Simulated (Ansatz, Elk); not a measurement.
# Bonding as seen by X-rays: RhCl4

Structure refinements treat a crystal as free atoms side by side. For a made-up structure of RhCl4 (cell and positions from a r2SCAN relaxation) the runs below show what the calculated density changes in F(hkl).

Main program and level: Elk 11.2.3 (patched build); DFT, PBE, all-electron APW+lo, Dirac cores, scalar-relativistic bands, static density, no spin.

The structure was built from a prototype and need not be the compound's stable phase.

## (1) Set-up

Symmetry: Cmmm, No. 65, orthorhombic system. Conventional cell: a = 7.975 Å, b = 8.835 Å, c = 3.399 Å, α = 90.00°, β = 90.00°, γ = 90.00°. Nearest to Rh lie 6 Cl at 2.28 to 2.35 Å. Nearest to Cl lie 1 Rh at 2.28 Å. Nearest to Cl lie 2 Rh at 2.35 Å. Farther neighbours and most contacts between anions are not listed.

## (2) Ground state and structure factors

An all-electron density is needed, since X-rays see the cores too. Task 0 finds the density and task 195 Fourier-transforms it; tshift is off so that phases refer to the origin typed.

elk.in reads:

```
tasks
  0
  195

xctype
  20

spinpol
  .false.

rgkmax
  7.0

gmaxvr
  14.0

lmaxo
  7

lmaxapw
  8

swidth
  0.002

tshift
  .false.

ramdisk
  .false.

hmaxvr
  5.5

maxscl
  120

epspot
  1e-06

sppath
  './'

avec
  7.53521840672 -8.34812438769 -0.00000000000
  7.53521840672 8.34812438769 0.00000000000
  0.00000000000 0.00000000000 6.42400961645

atoms
  2
  'Rh.in'
  1
  -0.0000000000 0.0000000000 0.0000000000   0.000000 0.000000 0.000000
  'Cl.in'
  4
  0.7147027576 0.7147027576 0.0000000000   0.000000 0.000000 0.000000
  0.2852972424 0.2852972424 0.0000000000   0.000000 0.000000 0.000000
  0.1833144746 0.8166855254 0.5000000000   0.000000 0.000000 0.000000
  0.8166855254 0.1833144746 0.5000000000   0.000000 0.000000 0.000000

ngridk
  4 4 7
```

On the command line:

```
$ OMP_NUM_THREADS=4 elk
```

Numbers of over 12 decimals in the logs are rounded to 6 here.

The program printed:

```text
┌─────────────────────────┐
│ Elk code version 11.2.3 │
└─────────────────────────┘

All units are atomic (Hartree, Bohr, etc.)

┌─────────────────────────────────────────────────┐
│ Ground-state run starting from atomic densities │
└─────────────────────────────────────────────────┘

Lattice vectors :
   7.535218407      -8.348124388      -0.000000000
   7.535218407       8.348124388       0.000000000
   0.000000000       0.000000000       6.424009616

Reciprocal lattice vectors :
  0.4169212469     -0.3763231725       0.000000000
  0.4169212469      0.3763231725      -0.000000000
   0.000000000      -0.000000000      0.9780784405

Unit cell volume      :    808.2038860
Brillouin zone volume :   0.3069153932

Muffin-tin inner radius fraction :   0.1000000000E-01

Nuclei treated as point charges

Species : 1 (Rh)
 parameters loaded from : Rh.in
 name : rhodium
 nuclear charge    :   -45.00000000
 electronic charge :    45.00000000
 atomic mass :    187585.2511
 muffin-tin radius :    2.301841785
 number of radial points in muffin-tin :   1193
 inner part over the whole radius :   0.9884474023E-02
 number on inner part of muffin-tin    :    846
 approximate nuclear radius :   0.8524867730E-04
 number of mesh points to nuclear radius :    426
 atomic positions (lattice), magnetic fields (Cartesian) :
  1 :   0.00000000  0.00000000  0.00000000    0.00000000  0.00000000  0.00000000

Species : 2 (Cl)
 parameters loaded from : Cl.in
 name : chlorine
 nuclear charge    :   -17.00000000
 electronic charge :    17.00000000
 atomic mass :    64626.86550
 muffin-tin radius :    1.947712280
 number of radial points in muffin-tin :    793
 inner part over the whole radius :   0.9974080784E-02
 number on inner part of muffin-tin    :    553
 approximate nuclear radius :   0.6305718926E-04
 number of mesh points to nuclear radius :    255
 atomic positions (lattice), magnetic fields (Cartesian) :
  1 :  -0.28529724 -0.28529724  0.00000000    0.00000000  0.00000000  0.00000000
  2 :   0.28529724  0.28529724  0.00000000    0.00000000  0.00000000  0.00000000
  3 :   0.18331447 -0.18331447  0.50000000    0.00000000  0.00000000  0.00000000
  4 :  -0.18331447  0.18331447  0.50000000    0.00000000  0.00000000  0.00000000

Total number of atoms per unit cell :    5
Total muffin-tin volume :    174.8882168
 ratio of muffin-tin to unit cell volume :   0.2163912099

Spin treatment :
 spin-unpolarised

Number of Bravais lattice symmetries :    8
Number of crystal symmetries         :    8
Crystal has inversion symmetry
Real symmetric eigensolver will be used

k-point grid :      4     4     7
k-point offset :    0.000000000       0.000000000       0.000000000
k-point set is reduced with full crystal symmetry group
Total number of k-points :       28

Muffin-tin radius times maximum |G+k| :    7.000000000
 using average radius
Maximum |G+k| for APW functions       :    3.467856128
Maximum (1/2)|G+k|²                   :    6.013013063
Maximum |G| for potential and density :    14.00000000
Constant for pseudocharge density :    8
 order of it for each species :   15  15
 order of it for pair densities of each species (exact exchange by exxq0 0: 16) :   13   9
Radial integration step length :    1

G-vector grid sizes :     54    54    30
Number of G-vectors :    37433

Maximum angular momentum used for
 APW functions            :    8
 outer part of muffin-tin :    7
 inner part of muffin-tin :    2

Total nuclear charge    :   -113.0000000
Total core charge       :    68.00000000
Total valence charge    :    45.00000000
Total excess charge     :    0.000000000
Total electronic charge :    113.0000000

Effective Wigner radius, rₛ :    1.195229473

Number of empty states         :     20
Total number of valence states :     43
Total number of core states    :     68

Third-order local-orbitals added for an l without core states : T
Total number of local-orbitals :     38

Exchange-correlation functional :     20     0     0
[...]
xc potential                :     -304.60466687628
 exchange                    :     -245.95482872764
 correlation                 :     -5.060363
 electron entropic           :    -0.25898487904701E-02
 total energy                :     -6632.2581472857

Density of states at Fermi energy :    198.0390724
 (states/Hartree/unit cell)

Estimated indirect band gap :   0.8531703450E-03
 from k-point 5 to k-point 1
Estimated direct band gap   :   0.1590865455E-02
 at k-point 2

Charges :
 core                        :    68.00000000
 valence                     :    45.00000000
 interstitial                :    10.99498540
 muffin-tins (core leakage)
  species : 1 (Rh)
   atom 1                    :    41.99265184     ( -0.1297186003E-06)
  species : 2 (Cl)
[...]
total in muffin-tins        :    102.0050146
 total calculated charge     :    112.9985254
 total charge                :    113.0000000
 error                       :   0.1474639001E-02

RMS change in Kohn-Sham potential (target) :   0.4466515212     (  0.1000000000E-05)
Absolute change in total energy (target)   :   0.4363522433     (  0.1000000000E-03)

[... loops 3 to 15 left out ...]

┌──────────────────┐
│ Loop number : 16 │
└──────────────────┘

Energies :
 Fermi                       :     0.60962979997198E-01
 sum of occupied eigenvalues :     -3913.0680018950
 electron kinetic            :      6843.2213554106
 core electron kinetic       :      6616.3043354468
 Coulomb                     :     -13222.942019080
 Coulomb potential           :     -10429.368023901
 nuclear-nuclear             :     -598.33436847838
 electron-nuclear            :     -14831.262510387
 Hartree                     :      2206.6548597853
 Madelung                    :     -8008.2580071296
 xc potential                :     -326.92133340451
 exchange                    :     -246.54178831155
 correlation                 :     -5.074853
 electron entropic           :    -0.19704311281045E-02
 total energy                :     -6631.3392757055

Density of states at Fermi energy :    152.9163342
 (states/Hartree/unit cell)

Estimated indirect band gap :   0.2010449998E-02
 from k-point 10 to k-point 5
Estimated direct band gap   :   0.3110651590E-02
 at k-point 12

Charges :
 core                        :    68.00000000
 valence                     :    45.00000000
 interstitial                :    10.51280318
 muffin-tins (core leakage)
  species : 1 (Rh)
[...]
species : 2 (Cl)
[...]
total in muffin-tins        :    102.4871968
 total calculated charge     :    112.9983323
 total charge                :    113.0000000
 error                       :   0.1667739290E-02

RMS change in Kohn-Sham potential (target) :   0.1559550341E-06 (  0.1000000000E-05)
Absolute change in total energy (target)   :   0.1933325893E-04 (  0.1000000000E-03)

Convergence targets achieved

┌──────────────────┐
│ Loop number : 17 │
└──────────────────┘

Energies :
 Fermi                       :     0.60962953674664E-01
 sum of occupied eigenvalues :     -3913.0680028292
 electron kinetic            :      6843.2213556690
 core electron kinetic       :      6616.3043344159
 Coulomb                     :     -13222.942020339
 Coulomb potential           :     -10429.368021491
 nuclear-nuclear             :     -598.33436847838
 electron-nuclear            :     -14831.262515221
 Hartree                     :      2206.6548633609
 Madelung                    :     -8008.2580095933
 xc potential                :     -326.92133700762
 exchange                    :     -246.54178832336
 correlation                 :     -5.074853
 electron entropic           :    -0.19704312669063E-02
 total energy                :     -6631.3392767279

Density of states at Fermi energy :    152.9163526
 (states/Hartree/unit cell)

Estimated indirect band gap :   0.2010446497E-02
 from k-point 10 to k-point 5
Estimated direct band gap   :   0.3110652379E-02
 at k-point 12

Charges :
 core                        :    68.00000000
 valence                     :    45.00000000
 interstitial                :    10.51280307
 muffin-tins (core leakage)
  species : 1 (Rh)
[...]
species : 2 (Cl)
[...]
atom 2                    :    14.83002084     (  0.1001846519E-03)
   atom 3                    :    14.85567007     (  0.1002462891E-03)
   atom 4                    :    14.85567007     (  0.1002462891E-03)
 total in muffin-tins        :    102.4871969
 total calculated charge     :    112.9983323
 total charge                :    113.0000000
 error                       :   0.1667739935E-02

┌──────────────────────────────┐
│ Self-consistent loop stopped │
└──────────────────────────────┘

Warning : core states of species 2 leak from the muffin-tin :   0.1002462891E-03

Wrote STATE.OUT
```

Wall time 34 s (4 threads of Arm Neoverse V2, shared host); peak memory 0.2 GiB; 1.7 min of CPU time.

SFACRHO.OUT:

```text

h k l indices transformed by vhmat matrix:
   1.000000000       0.000000000       0.000000000    
   0.000000000       1.000000000       0.000000000    
   0.000000000       0.000000000       1.000000000    

      h      k      l  multipl.   |H|            Re(F)            Im(F)           |F|

      0      0      0      1   0.0000000       113.00000      0.87218148E-17   113.00000    
      0      1      0      4  0.56164264       48.410585      -0.0000000       48.410585    
     -1      1      0      2  0.75264634       50.884525      -0.0000000       50.884525    
     -1     -1      0      2  0.83384249       42.770937      0.77721141E-14   42.770937    
      0      0      1      2  0.97807844       38.945274      0.13827935E-13   38.945274    
      2      0      0      4   1.1232853      -3.1944908      0.70100513E-14   3.1944908    
      0      1      1      8   1.1278652       21.373376      0.84120615E-14   21.373376    
     -2      1      0      4   1.2034930       7.3864276      0.35050256E-15   7.3864276    
     -1      1      1      4   1.2341450       78.446467     -0.12618092E-13   78.446467    
      1      1      1      4   1.2852746      -10.451249      0.23486309E-13   10.451249    
     -2     -1      0      4   1.3061505       60.995509      0.70100513E-14   60.995509    
      0     -2     -1      8   1.4894319       29.154439      0.15422113E-13   29.154439    
     -2      2      0      2   1.5052927       54.288203      -0.0000000       54.288203    
     -1      2      1      8   1.5508169       50.343213     -0.17875631E-13   50.343213    
     -2     -1      1      8   1.6317679       37.869722      0.14020103E-14   37.869722    
     -2     -2      0      2   1.6676850       67.607642      0.14675596E-13   67.607642    
      0      3      0      4   1.6849279       25.805848      0.87625641E-14   25.805848    
     -1      3      0      4   1.7208136       11.498262      -0.0000000       11.498262
```

Elk indexes on the primitive cell of elk.in and gives |H| = 4π sin θ/λ in inverse bohr. Below, one row stands for each form hkl of the conventional cell (m members, Friedel mates merged), F is for one primitive cell and the density is static (no thermal factor). Free-atom factors are Waasmaier and Kirfel's, and R is Σm||F|−|F'||/Σm|F|.

```
hkl  m  sin θ/λ (Å⁻¹)  abs F, DFT  neutral atoms   diff.    ions   diff.
110  4          0.085      48.411         48.491  -0.080  45.910  +2.501
020  2          0.113      50.885         50.932  -0.047  49.008  +1.877
200  2          0.125      42.771         43.227  -0.456  41.375  +1.396
001  2          0.147      38.945         39.187  -0.241  37.698  +1.247
220  4          0.169       3.195          2.874  +0.321   4.217  -1.022
111  8          0.170      21.373         21.635  -0.262  20.439  +0.934
130  4          0.181       7.386          7.731  -0.345   6.708  +0.678
021  4          0.186      78.447         78.430  +0.016  77.633  +0.813
201  4          0.193      10.451          9.945  +0.506  10.747  -0.296
310  4          0.196      60.995         61.077  -0.082  60.345  +0.651
221  8          0.224      29.154         29.412  -0.258  28.996  +0.159
040  2          0.226      54.288         54.692  -0.403  54.217  +0.071
131  8          0.233      50.343         50.359  -0.016  49.951  +0.392
311  8          0.245      37.870         38.040  -0.171  37.770  +0.100
400  2          0.251      67.608         67.864  -0.256  67.495  +0.113
330  4          0.253      25.806         26.035  -0.229  25.874  -0.068
240  4          0.259      11.498         11.765  -0.266  11.707  -0.209
041  4          0.270      54.427         54.692  -0.265  54.486  -0.059
```

The ions are Rh4+ and Cl−, by formal charge.

## (3) The highest occupied states alone

An energy window below the Fermi level keeps the highest occupied states, to see at which angles they scatter; shallow core shells can lie inside it and anion s states outside. No new self-consistency is needed.

Changes to elk.in since step 2:

```diff
@@ -1,3 +1,2 @@
 tasks
-  0
   195
@@ -40,2 +39,5 @@
 
+wsfac
+  -0.490280 0.360960
+
 sppath
```

On the command line:

```
$ OMP_NUM_THREADS=4 elk
```

The program printed:

```text
┌─────────────────────────────────┐
│ Elk code version 11.2.3 started │
└─────────────────────────────────┘

Info(readinput): the functional depends on the density's gradient
 muffin-tin radial points multiplied by    2.00000
 (not where nrmtscf is given)

┌────────────────────┐
│ Current task : 195 │
└────────────────────┘
Info(checkmt): changed muffin-tin radius of species 1 (Rh) from   2.6000 to   2.3018
Info(checkmt): changed muffin-tin radius of species 2 (Cl) from   2.2000 to   1.9477

Info(sfacrho): density structure factors written to SFACRHO.OUT

 Energy window :  -0.4902800000      0.3609600000

┌──────────────────┐
│ Elk code stopped │
└──────────────────┘
```

The job ended after 9.5 s (4 threads; peak memory 0.16 GiB; 12 s of CPU time).

States within 15 eV below the Fermi level hold 35.75 electrons; any levels below the window count with the cores, and a count that is not whole means the window cuts a band. Their amplitudes can exceed the total, where window and core parts have opposite phase:

```
hkl  sin θ/λ (Å⁻¹)  abs F, window  abs F, all
110          0.085          8.911      48.411
020          0.113          9.929      50.885
200          0.125          5.589      42.771
001          0.147          5.553      38.945
220          0.169          5.940       3.195
111          0.170          0.332      21.373
130          0.181          2.705       7.386
021          0.186         13.204      78.447
201          0.193          6.340      10.451
310          0.196          8.570      60.995
```

## (4) Another functional

The difference from free atoms is small, so it is set against the change that LDA (Perdew-Wang) makes.

Changes to elk.in since step 3:

```diff
@@ -1,2 +1,3 @@
 tasks
+  0
   195
@@ -4,3 +5,3 @@
 xctype
-  20
+  3
 
@@ -39,5 +40,2 @@
 
-wsfac
-  -0.490280 0.360960
-
 sppath
```

On the command line:

```
$ OMP_NUM_THREADS=4 elk
```

The program printed:

```text
┌─────────────────────────┐
│ Elk code version 11.2.3 │
└─────────────────────────┘

All units are atomic (Hartree, Bohr, etc.)

┌─────────────────────────────────────────────────┐
│ Ground-state run starting from atomic densities │
└─────────────────────────────────────────────────┘

Lattice vectors :
   7.535218407      -8.348124388      -0.000000000
   7.535218407       8.348124388       0.000000000
   0.000000000       0.000000000       6.424009616

Reciprocal lattice vectors :
  0.4169212469     -0.3763231725       0.000000000
[...]
valence                     :    45.00000000
 interstitial                :    10.62349951
 muffin-tins (core leakage)
  species : 1 (Rh)
[...]
species : 2 (Cl)
[...]
atom 3                    :    14.82523035     (  0.9411603173E-04)
   atom 4                    :    14.82523035     (  0.9411603173E-04)
 total in muffin-tins        :    102.3765005
 total calculated charge     :    112.9983728
 total charge                :    113.0000000
 error                       :   0.1627227146E-02

┌──────────────────────────────┐
│ Self-consistent loop stopped │
└──────────────────────────────┘

Wrote STATE.OUT
[key lines of the parts left out:]
total energy                :     -6621.5781569132
```

It took 24 s on 4 threads; peak memory 0.18 GiB; 75 s of CPU time.

Against the first run R = 0.05 %; the largest change is -0.085 at 021.

## (5) Basis size

The basis and the expansions that go with it are enlarged, to see whether the differences are converged.

Changes to elk.in since step 4:

```diff
@@ -5,3 +5,3 @@
 xctype
-  3
+  20
 
@@ -11,12 +11,12 @@
 rgkmax
-  7.0
+  8.5
 
 gmaxvr
-  14.0
+  18.0
 
 lmaxo
-  7
+  9
 
 lmaxapw
-  8
+  10
```

On the command line:

```
$ OMP_NUM_THREADS=4 elk
```

The program printed:

```text
┌─────────────────────────┐
│ Elk code version 11.2.3 │
└─────────────────────────┘

All units are atomic (Hartree, Bohr, etc.)

┌─────────────────────────────────────────────────┐
│ Ground-state run starting from atomic densities │
└─────────────────────────────────────────────────┘

Lattice vectors :
   7.535218407      -8.348124388      -0.000000000
   7.535218407       8.348124388       0.000000000
   0.000000000       0.000000000       6.424009616

Reciprocal lattice vectors :
  0.4169212469     -0.3763231725       0.000000000
[...]
muffin-tins (core leakage)
  species : 1 (Rh)
[...]
species : 2 (Cl)
[...]
atom 3                    :    14.85952834     (  0.1003338461E-03)
   atom 4                    :    14.85952834     (  0.1003338461E-03)
 total in muffin-tins        :    102.5101510
 total calculated charge     :    112.9996544
 total charge                :    113.0000000
 error                       :   0.3455859880E-03

┌──────────────────────────────┐
│ Self-consistent loop stopped │
└──────────────────────────────┘

Warning : core states of species 2 leak from the muffin-tin :   0.1003338461E-03

Wrote STATE.OUT
[key lines of the parts left out:]
total energy                :     -6631.3478936016
```

The job ended after 1.9 min (4 threads; peak memory 0.49 GiB).

Against the first run R = 0.01 %; the largest change is +0.014 at 603.

## (6) Settings against the effect

```
                              run  R against the first run (%)  R against neutral atoms, low angle (%)  wall time
                    PBE, rgkmax 7                         0.00                                    0.49       34 s
                LDA (Perdew-Wang)                         0.05                                    0.50       24 s
rgkmax 8.5 with larger expansions                         0.01                                    0.48    1.9 min
```

## (7) Summary of results

```yaml
r_against_neutral_atoms_sin_theta_lambda_0p3_a_minus1: 0.49 %
r_against_neutral_atoms_0p3_to_0p60_a_minus1: 0.55 %
r_against_ions_below_0p3_a_minus1: 1.27 %
```

**Reading.** Independent neutral atoms miss the calculated amplitudes by R = 0.49 % below 0.3 Å⁻¹ and 0.55 % from there to 0.60 Å⁻¹; by shells, 0.39 % below 0.15 Å⁻¹ (4 forms), 0.50 % 0.15 to 0.3 (20 forms), 0.45 % 0.3 to 0.45 (45 forms), 0.62 % above 0.45 (80 forms). Bonding, aspherical density and the tables' own atoms all enter these figures, and the runs don't part them. The largest change of an amplitude is +0.51 electrons, at 201. Formal ions give R = 1.27 % at low angle, further off than neutral atoms. The window's part falls from 35.7 electrons at the origin to at most 0.74 between 0.45 and 0.60 Å⁻¹. Below 0.3 Å⁻¹ the changes that finished (LDA (Perdew-Wang) and rgkmax 8.5 with larger expansions) move F by R = 0.06 % at most, against the 0.49 % that separates it from free atoms. The k-mesh has no finished test. These runs have no spin, though d or f shells may be open. The electron count is odd, so without spin the run is a metal by force. Part of the difference isn't bonding: the tables are fits to free atoms and ions calculated by other methods than this functional. Thermal motion, anomalous dispersion and extinction are left out.

[Logs are printed without paths, hosts, clocks, repeated set-up lines and the standing remarks that a program may print on its own settings, such as how far it seeks lower states.]

[Hosts, paths, dates, database ids (printed as entryN), source tags and the programs' standing remarks are cut or masked in the printed files.]
